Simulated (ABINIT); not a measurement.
# MoS2 (P6_3/mmc): G0W0 in ABINIT against the wavefunction cutoff in GW

Wanted: the cheapest wavefunction cutoff in GW that holds the gap of MoS2 (P6_3/mmc).

Main program and level: ABINIT 10.8.3; PBE and many-body steps on it, plane waves.

Most raw output is cut from this account.

The database entry behind the starting cell differs from later determinations by our own check (about 0.3 % long), so it need not match the best structure at ambient conditions.

## Step 1: Set-up

Symmetry: P6_3/mmc, No. 194, hexagonal system. Conventional cell: a = 3.169 Å, b = 3.169 Å, c = 12.324 Å, α = 90.00°, β = 90.00°, γ = 120.00°. Nearest to Mo lie 6 S at 2.41 Å. Nearest to S lie 3 Mo at 2.41 Å. Farther neighbours and most contacts between anions are not listed.

Coordinates:

```cif
data_structure
_symmetry_space_group_name_H-M 'P6_3/mmc'
_symmetry_Int_Tables_number 194
_cell_length_a 3.1690
_cell_length_b 3.1690
_cell_length_c 12.3240
_cell_angle_alpha 90.000
_cell_angle_beta 90.000
_cell_angle_gamma 120.000
_cell_volume 107.18
loop_
_atom_site_label
_atom_site_type_symbol
_atom_site_symmetry_multiplicity
_atom_site_Wyckoff_symbol
_atom_site_fract_x
_atom_site_fract_y
_atom_site_fract_z
_atom_site_occupancy
Mo1 Mo 2 c 0.33333 0.66667 0.25000 1
S1 S 4 f 0.33333 0.66667 0.62300 1
```

The cell and positions come from the Crystallography Open Database and are kept as given unless a step says otherwise.

## Step 2: Screening, 6×6×1 mesh, 106 bands, screening to 130.6 eV

This step: ABINIT 10.8.3; RPA screening on PBE, plane waves, norm-conserving pseudopotentials.

The RPA dielectric matrix is built and inverted for each q.

Contents of run.abi:

```
acell 3*1.0 Angstrom
rprim 
  3.169000000004 -0.000000000001 0.000000000000
  -1.584500000001 2.744434504597 0.000000000000
  0.000000000000 0.000000000000 12.324000000000
ntypat 2
znucl 42 16
natom 6
typat 1 1 2 2 2 2
xred 
  0.333333333333 0.666666666667 0.250000000000
  0.666666666667 0.333333333333 0.750000000000
  0.333333333333 0.666666666667 0.623000000000
  0.666666666667 0.333333333333 0.123000000000
  0.333333333333 0.666666666667 0.877000000000
  0.666666666667 0.333333333333 0.377000000000
pp_dirpath "pseudos"
pseudos "Mo.upf, S.upf"
ecut 36
ngkpt 6 6 1
nshiftk 1
shiftk 0 0 0
kptopt 1
chksymbreak 0
istwfk *1
occopt 1
irdwfk 1
optdriver 3
nband 106
ecuteps 4.8
inclvkb 2
awtr 1
symchi 1
ecutwfn 10.8
indata_prefix "in"
outdata_prefix "out"
tmpdata_prefix "tmp"
```

The run is started by

```console
$ OMP_NUM_THREADS=1 mpirun -n 8 abinit run.abi > log
```

Elapsed: 21 s, on 8 MPI ranks of Arm Neoverse V1, shared host; peak memory 1 GiB; 2.8 min of CPU time.

Numbers from this step:

* ε∞ with local fields, on this mesh, along the program's q direction: 14.61
* the same without local fields: 16.42
* plasma frequency: 25.84 eV
* plane waves in the screening matrix: 341

Local fields lower ε∞ by 11 %. On a Γ-centred mesh this coarse the value itself is usually too large, while a short band sum pulls it down.

## Step 3: 10.8 Ha

This step: G0W0 on PBE, plane waves, norm-conserving pseudopotentials.

Edit run.abi of step 2 so:

```diff
@@ -27,8 +27,19 @@
 irdwfk 1
-optdriver 3
+optdriver 4
 nband 106
+gwcalctyp 0
+ecutsigx 10.8
+symsigma 1
+nkptgw 3
+kptgw 
+  0.0000000000 0.0000000000 0.0000000000
+  0.1666666667 0.1666666667 0.0000000000
+  0.3333333333 0.3333333333 0.0000000000
+bdgw 
+  25 28
+  25 28
+  25 28
 ecuteps 4.8
-inclvkb 2
-awtr 1
-symchi 1
+irdscr 1
+ppmodel 1
 ecutwfn 10.8
```

Wall time 14 s (8 MPI ranks); peak memory 1.1 GiB; 1.9 min of CPU time.

Numbers from this step:

```yaml
g0w0_gap_on_the_points_computed: 1.187 eV
starting_gap_on_the_mesh: 0.8887 eV
k_of_the_valence_top: 0, 0, 0
k_of_the_conduction_bottom: 0.1667, 0.1667, 0
z_at_the_valence_top: 0.777
z_at_the_conduction_bottom: 0.786
least_direct_g0w0_gap_on_the_computed_points: 2.222 eV
```

## Step 4: Screening, 6×6×1 mesh, 106 bands, screening to 130.6 eV

This step: RPA screening on PBE, plane waves, norm-conserving pseudopotentials.

Edit run.abi of step 3 so:

```diff
@@ -27,20 +27,9 @@
 irdwfk 1
-optdriver 4
+optdriver 3
 nband 106
-gwcalctyp 0
-ecutsigx 10.8
-symsigma 1
-nkptgw 3
-kptgw 
-  0.0000000000 0.0000000000 0.0000000000
-  0.1666666667 0.1666666667 0.0000000000
-  0.3333333333 0.3333333333 0.0000000000
-bdgw 
-  25 28
-  25 28
-  25 28
 ecuteps 4.8
-irdscr 1
-ppmodel 1
-ecutwfn 10.8
+inclvkb 2
+awtr 1
+symchi 1
+ecutwfn 18
 indata_prefix "in"
```

Wall time 26 s (8 MPI ranks); peak memory 1.2 GiB.

Numbers from this step:

```yaml
eps_infinity_with_local_fields_on_this_mesh_along_the_program_s_q_direction: 14.51
the_same_without_local_fields: 16.31
plasma_frequency: 25.86 eV
plane_waves_in_the_screening_matrix: 341
```

## Step 5: 18 Ha

The self-energy is evaluated for the states that the input lists, and the levels follow from it, in one-shot runs by the linearised quasiparticle equation.

This step: G0W0 on PBE, plane waves, norm-conserving pseudopotentials.

Edit run.abi of step 4 so:

```diff
@@ -27,8 +27,19 @@
 irdwfk 1
-optdriver 3
+optdriver 4
 nband 106
+gwcalctyp 0
+ecutsigx 18
+symsigma 1
+nkptgw 3
+kptgw 
+  0.0000000000 0.0000000000 0.0000000000
+  0.1666666667 0.1666666667 0.0000000000
+  0.3333333333 0.3333333333 0.0000000000
+bdgw 
+  25 28
+  25 28
+  25 28
 ecuteps 4.8
-inclvkb 2
-awtr 1
-symchi 1
+irdscr 1
+ppmodel 1
 ecutwfn 18
```

The job ended after 15 s (8 MPI ranks; peak memory 1.2 GiB).

This step gave:

```yaml
g0w0_gap_on_the_points_computed: 1.192 eV
starting_gap_on_the_mesh: 0.8887 eV
k_of_the_valence_top: 0, 0, 0
k_of_the_conduction_bottom: 0.1667, 0.1667, 0
z_at_the_valence_top: 0.776
z_at_the_conduction_bottom: 0.785
least_direct_g0w0_gap_on_the_computed_points: 2.189 eV
```

The gap on the mesh goes from 0.89 eV to 1.19 eV, a correction of +0.30 eV.

## Step 6: Screening, 6×6×1 mesh, 106 bands, screening to 130.6 eV

This step: RPA screening on PBE, plane waves, norm-conserving pseudopotentials.

Edit run.abi of step 5 so:

```diff
@@ -27,20 +27,9 @@
 irdwfk 1
-optdriver 4
+optdriver 3
 nband 106
-gwcalctyp 0
-ecutsigx 18
-symsigma 1
-nkptgw 3
-kptgw 
-  0.0000000000 0.0000000000 0.0000000000
-  0.1666666667 0.1666666667 0.0000000000
-  0.3333333333 0.3333333333 0.0000000000
-bdgw 
-  25 28
-  25 28
-  25 28
 ecuteps 4.8
-irdscr 1
-ppmodel 1
-ecutwfn 18
+inclvkb 2
+awtr 1
+symchi 1
+ecutwfn 27
 indata_prefix "in"
```

It took 36 s on 8 MPI ranks; peak memory 1.7 GiB.

This step gave:

* ε∞ with local fields, on this mesh, along the program's q direction: 14.49
* the same without local fields: 16.29
* plasma frequency: 25.86 eV
* plane waves in the screening matrix: 341

## Step 7: 27 Ha

This step: G0W0 on PBE, plane waves, norm-conserving pseudopotentials.

Edit run.abi of step 6 so:

```diff
@@ -27,8 +27,19 @@
 irdwfk 1
-optdriver 3
+optdriver 4
 nband 106
+gwcalctyp 0
+ecutsigx 27
+symsigma 1
+nkptgw 3
+kptgw 
+  0.0000000000 0.0000000000 0.0000000000
+  0.1666666667 0.1666666667 0.0000000000
+  0.3333333333 0.3333333333 0.0000000000
+bdgw 
+  25 28
+  25 28
+  25 28
 ecuteps 4.8
-inclvkb 2
-awtr 1
-symchi 1
+irdscr 1
+ppmodel 1
 ecutwfn 27
```

It took 16 s on 8 MPI ranks; peak memory 1.5 GiB.

This step gave:

```
G0W0 gap on the points computed              : 1.192 eV
starting gap on the mesh                     : 0.8887 eV
k of the valence top                         : 0, 0, 0
k of the conduction bottom                   : 0.1667, 0.1667, 0
least direct G0W0 gap on the computed points : 2.183 eV
```

Against the run before, the gap moves by +0.000 eV.

## Step 8: Screening, 6×6×1 mesh, 106 bands, screening to 130.6 eV

This step: RPA screening on PBE, plane waves, norm-conserving pseudopotentials.

Edit run.abi of step 7 so:

```diff
@@ -27,20 +27,8 @@
 irdwfk 1
-optdriver 4
+optdriver 3
 nband 106
-gwcalctyp 0
-ecutsigx 27
-symsigma 1
-nkptgw 3
-kptgw 
-  0.0000000000 0.0000000000 0.0000000000
-  0.1666666667 0.1666666667 0.0000000000
-  0.3333333333 0.3333333333 0.0000000000
-bdgw 
-  25 28
-  25 28
-  25 28
 ecuteps 4.8
-irdscr 1
-ppmodel 1
-ecutwfn 27
+inclvkb 2
+awtr 1
+symchi 1
 indata_prefix "in"
```

Elapsed: 50 s, on 8 MPI ranks; peak memory 2.4 GiB.

This step gave:

* ε∞ with local fields, on this mesh, along the program's q direction: 14.48
* the same without local fields: 16.28
* plasma frequency: 25.86 eV
* plane waves in the screening matrix: 341

## Step 9: 36 Ha

This step: G0W0 on PBE, plane waves, norm-conserving pseudopotentials.

Edit run.abi of step 8 so:

```diff
@@ -27,8 +27,19 @@
 irdwfk 1
-optdriver 3
+optdriver 4
 nband 106
+gwcalctyp 0
+ecutsigx 36
+symsigma 1
+nkptgw 3
+kptgw 
+  0.0000000000 0.0000000000 0.0000000000
+  0.1666666667 0.1666666667 0.0000000000
+  0.3333333333 0.3333333333 0.0000000000
+bdgw 
+  25 28
+  25 28
+  25 28
 ecuteps 4.8
-inclvkb 2
-awtr 1
-symchi 1
+irdscr 1
+ppmodel 1
 indata_prefix "in"
```

Run time: 18 s. Hardware: 8 MPI ranks; peak memory 1.7 GiB.

This step gave:

- G0W0 gap on the points computed: 1.192 eV
- starting gap on the mesh: 0.8887 eV
- k of the valence top: 0, 0, 0
- k of the conduction bottom: 0.1667, 0.1667, 0
- least direct G0W0 gap on the computed points: 2.183 eV

Against the run before, the gap moves by +0.000 eV.

## Step 10: The runs together

Times are wall times on 8 MPI ranks of Arm Neoverse V1, shared host, good to a factor of about two. A run's time includes the screening step that it read.

| run | mesh | bands | screening cutoff (eV) | DFT gap (eV) | gap on the mesh (eV) | direct (eV) | ε∞ used | time |
| --- | --- | --- | --- | --- | --- | --- | --- | --- |
| 10.8 Ha | 6×6×1 | 106 | 130.6 | 0.889 | 1.187 | 2.222 | 14.61 | 35 s |
| 18 Ha | 6×6×1 | 106 | 130.6 | 0.889 | 1.192 | 2.189 | 14.51 | 41 s |
| 27 Ha | 6×6×1 | 106 | 130.6 | 0.889 | 1.192 | 2.183 | 14.49 | 52 s |
| 36 Ha | 6×6×1 | 106 | 130.6 | 0.889 | 1.192 | 2.183 | 14.48 | 68 s |

## Step 11: Summary of results

```json
{
  "10.8 Ha": "1.187 eV",
  "18 Ha": "1.192 eV",
  "27 Ha": "1.192 eV",
  "36 Ha": "1.192 eV",
  "known limits": "not at the basis limit; no spin-orbit coupling; coarse k mesh"
}
```

In words: The setting moved: wavefunction cutoff in GW. From 10.8 Ha to 36 Ha the gap moves by +0.005 eV. It holds to 0.03 eV from 10.8 Ha on. Bands and screening cutoff are coupled, so a series along one setting does not show full convergence. The exchange cutoff follows the wavefunction cutoff here. Bands and cutoff are finite, so the gap is not at the basis limit. The miss can reach some tenths of an eV and take either sign; the mesh is an error of its own. In the first G0W0 run levels were corrected at 3 k points alone, so a gap called «on the mesh» is the least over those, and an edge elsewhere would be missed. The 6×6×1 mesh is coarse for this cell, which bears on the long-range parts of exchange and screening. The many-body steps are scalar-relativistic: spin-orbit coupling is not in them.

[Paths, hosts, dates, memory and timing lines, banners, echoed tables and standing remarks are left out of the program output.]

[Logs are printed without paths, hosts, clocks, repeated set-up lines and the standing remarks that a program may print on its own settings, such as how far it seeks lower states.]

[Runs of the session that timed out or met a known fault of the program may be left out.]

[No measured gap is set beside runs whose start may be inverted or whose files or cutoffs have a known fault.]

[Hosts, paths, dates, database ids (printed as entryN), source tags and the programs' standing remarks are cut or masked in the printed files.]

[G0W0 gaps are taken among the corrected bands and points alone; a level outside them can change the order at an edge.]

[Where Ansatz stands beside ABINIT at settings called matched, ABINIT's density can come from a denser mesh and the files from another edition; pairs whose starting gaps differed by over 0.03 eV were left out, so agreement reads better than it is.]
